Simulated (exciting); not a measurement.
Two BSE runs for the Lu L₃ edge of LuBrO, space group P4/nmm. Run A: exciting, all-electron LAPW+lo, LDA, exchange and screened direct term (singlet BSE), 3×3×2 shifted k points, 50 conduction bands, |G+q| up to 3 bohr⁻¹ (2 in the exchange term), full RPA screening with nempty = 83, Lorentzian half width 2.34 eV. Run B differs in one setting: k mesh, kernel cutoff, basis, band set, screening or width.

Energy from the Kohn–Sham onset, core level to the lowest empty state found on the meshes used; one zero for both, scaled to A's maximum:

| E (eV) | A | B |
| --- | --- | --- |
| -11.5 | 0.06 | 0.02 |
| -11.0 | 0.06 | 0.02 |
| -10.5 | 0.07 | 0.02 |
| -10.0 | 0.08 | 0.02 |
| -9.5 | 0.09 | 0.02 |
| -9.0 | 0.10 | 0.03 |
| -8.5 | 0.11 | 0.03 |
| -8.0 | 0.12 | 0.03 |
| -7.5 | 0.14 | 0.04 |
| -7.0 | 0.16 | 0.04 |
| -6.5 | 0.18 | 0.05 |
| -6.0 | 0.21 | 0.06 |
| -5.5 | 0.25 | 0.08 |
| -5.0 | 0.29 | 0.10 |
| -4.5 | 0.36 | 0.13 |
| -4.0 | 0.43 | 0.18 |
| -3.5 | 0.53 | 0.28 |
| -3.0 | 0.64 | 0.47 |
| -2.5 | 0.76 | 0.93 |
| -2.0 | 0.87 | 1.48 |
| -1.5 | 0.96 | 1.97 |
| -1.0 | 1.00 | 2.43 |
| -0.5 | 0.99 | 1.87 |
| 0.0 | 0.94 | 1.49 |
| 0.5 | 0.86 | 1.02 |
| 1.0 | 0.78 | 0.86 |
| 1.5 | 0.70 | 0.74 |
| 2.0 | 0.63 | 0.59 |
| 2.5 | 0.56 | 0.48 |
| 3.0 | 0.50 | 0.42 |
| 3.5 | 0.45 | 0.33 |
| 4.0 | 0.41 | 0.26 |
| 4.5 | 0.38 | 0.23 |
| 5.0 | 0.36 | 0.24 |
| 5.5 | 0.35 | 0.27 |
| 6.0 | 0.34 | 0.28 |
| 6.5 | 0.33 | 0.31 |
| 7.0 | 0.33 | 0.37 |
| 7.5 | 0.32 | 0.39 |
| 8.0 | 0.31 | 0.37 |
| 8.5 | 0.30 | 0.35 |
| 9.0 | 0.29 | 0.28 |
| 9.5 | 0.27 | 0.24 |
| 10.0 | 0.26 | 0.22 |
| 10.5 | 0.25 | 0.21 |
| 11.0 | 0.24 | 0.21 |
| 11.5 | 0.24 | 0.19 |
| 12.0 | 0.23 | 0.18 |
| 12.5 | 0.23 | 0.20 |
| 13.0 | 0.23 | 0.23 |
| 13.5 | 0.23 | 0.25 |
| 14.0 | 0.23 | 0.24 |
| 14.5 | 0.23 | 0.24 |
| 15.0 | 0.23 | 0.25 |
| 15.5 | 0.23 | 0.26 |
| 16.0 | 0.23 | 0.27 |
| 16.5 | 0.22 | 0.28 |
| 17.0 | 0.22 | 0.28 |
| 17.5 | 0.21 | 0.24 |
| 18.0 | 0.20 | 0.21 |
| 18.5 | 0.19 | 0.19 |
| 19.0 | 0.18 | 0.19 |
| 19.5 | 0.17 | 0.17 |
| 20.0 | 0.16 | 0.15 |
| 20.5 | 0.15 | 0.14 |

Question: Which is the likeliest?

The half width (eV) from 2.34 to 0.58. The spectrum differs from run A by 66 % r.m.s. The highest maximum lies at -1.1 eV (2.44), against -0.9 eV (1.00). Only the width of each line changes; the area stays. A table step wider than the lines misses their tops. Other settings could leave a like mark; this is the change that was made.

[Hosts, paths, dates, database ids (printed as entryN), source tags and the programs' standing remarks are cut or masked in the printed files.]
